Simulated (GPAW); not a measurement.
Computed results, one entry a study.

## Quasiparticle gap of LiH (honeycomb monolayer) in GPAW

The cell holds 2 atoms: 1 Li and 1 H. Its edges and angles: a = 3.058 Å, b = 3.058 Å, c = 11.400 Å, α = 90.0°, β = 90.0°, γ = 120.0°. Vacuum lies along c.

```xyz
2
Lattice="3.0580 0.0000 0.0000 -1.5290 2.6483 0.0000 0.0000 0.0000 11.4000" Properties=species:S:1:pos:R:3
Li    0.0000    1.7655    5.7042
H     1.5290    0.8828    5.6958
```

```
method               : DFT, LDA, plane waves, PAW (and 1 further level or step)
program              : GPAW 26.7.0
settings             : cutoff 600 eV, GPAW PAW setups 1.2.1 data release, 12×12×1 k-mesh, nbands 219
cost                 : 4 runs, 4.9 min in all on 4 MPI ranks of Arm Neoverse V1, shared host
notes                : The structure was relaxed with LDA.
LDA gap              : 3.29 eV, indirect
G0W0 gap on the mesh : 7.23 eV
GW settings          : 12×12×1 mesh, 97 bands, screening to 60 eV, full frequency, Hilbert transform
known limits         : short of the basis limit
```

G0W0 moves the gap on the mesh from 3.29 eV to 7.23 eV (+3.94 eV), with Z of 0.81 and 0.89 at the edges. The dearest step here is «empty states on the mesh».

[Long decimals in the printed logs are rounded to 6 places.]

[Logs are printed without paths, hosts, clocks, repeated set-up lines and the standing remarks that a program may print on its own settings, such as how far it seeks lower states.]

[Paths, hosts, dates, memory and timing lines, banners, echoed tables and standing remarks are left out of the program output; an Ansatz launch command may be rebuilt from the run's recorded settings. Measured values are a selection of at most five: reports struck by readers or far from the other reports are left out. None is set beside runs whose start may be inverted or whose files or cutoffs have a known fault.]

[Runs of the session that timed out or met a known fault of the program may be left out.]

[Hosts, paths, dates, database ids (printed as entryN), source tags and the programs' standing remarks are cut or masked in the printed files.]

[Where the starting crystal was built by hand or by swapping elements, it need not be the compound's stable phase.]
